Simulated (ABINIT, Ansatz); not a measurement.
## How the form of the self-energy moves the gap of InF3 (R-3c)

It takes space group R-3c (No. 167, trigonal). The conventional cell has a = 5.204 Å, b = 5.204 Å, c = 14.723 Å, α = 90.00°, β = 90.00°, γ = 120.00°. Nearest to In lie 6 F at 2.08 Å. Nearest to F lie 2 In at 2.08 Å. Farther neighbours, and contacts between anions beyond the nearest, are not listed.

```
method                                   : RPA screening on LDA, plane waves, norm-conserving pseudopotentials (and 4 further levels or steps)
program                                  : ABINIT 10.8.3
settings                                 : cutoff 36 Ha, PseudoDojo scalar-relativistic 0.4.1 standard, norm-conserving, ngkpt (2, 2, 2), nband 110, ecuteps 4.2 Ha, gwcalctyp 2, nfreqre 16, nfreqim 8, inclvkb 2, freqremax 40 eV, spmeth 1, nomegasf 120, shiftk (0, 0, 0), symchi 1, awtr 1, frequency cd, 2×2×2 k-mesh
cost                                     : 9 runs, 6.4 min in all on 4 MPI ranks of Arm Neoverse N1, shared host
notes                                    : The program’s warnings: Min real frequency set to default [Ha] =. The cell and positions are those that the Materials Project relaxed with its own functionals (PBE, PBE+U or r2SCAN), kept fixed. Limits: no spin-orbit coupling. Static COHSEX lies above G0W0: it lacks the factor Z and overstates the Coulomb hole of the filled states. The 2×2×2 mesh is coarse for this cell, which bears on the long-range parts of exchange and screening. The norm-conserving file of at least one element keeps a d shell over frozen s and p shells of the same row. Exchange with those shells is missing from the self-energy, an error of 0.3 to 0.9 eV in cases checked, whose sign depends on which edge lies on those atoms.
G0W0, Godby-Needs plasmon pole           : 6.847 eV
G0W0, von der Linden-Horsch plasmon pole : 6.899 eV
G0W0, Hybertsen-Louie plasmon pole       : 7.281 eV
one-shot COHSEX                          : 7.806 eV
one-shot Hartree-Fock                    : 14.721 eV
G0W0, contour deformation                : 6.792 eV
known limits                             : short of the basis limit; exchange with frozen shells missing; no spin-orbit coupling; coarse k mesh
```

G0W0, von der Linden-Horsch plasmon pole: +0.052 eV against G0W0, Godby-Needs plasmon pole. G0W0, Hybertsen-Louie plasmon pole: +0.434 eV against G0W0, Godby-Needs plasmon pole.

[Long decimals in the printed logs are rounded to 6 places.]

[Logs are printed without paths, hosts, clocks, repeated set-up lines and the standing remarks that a program may print on its own settings, such as how far it seeks lower states.]

[Paths, hosts, dates, memory and timing lines, banners, echoed tables and standing remarks are left out of the program output; an Ansatz launch command may be rebuilt from the run's recorded settings. Measured values are a selection of at most five: reports struck by readers or far from the other reports are left out. None is set beside runs whose start may be inverted or whose files or cutoffs have a known fault.]

[Runs of the session that timed out or met a known fault of the program may be left out.]

[Hosts, paths, dates, database ids (printed as entryN), source tags and the programs' standing remarks are cut or masked in the printed files.]

[G0W0 gaps are taken among the corrected bands and points alone; a level outside them can change the order at an edge.]

[Where Ansatz stands beside ABINIT at settings called matched, ABINIT's density can come from a denser mesh and the files from another edition; pairs whose starting gaps differed by over 0.03 eV were left out, so agreement reads better than it is.]
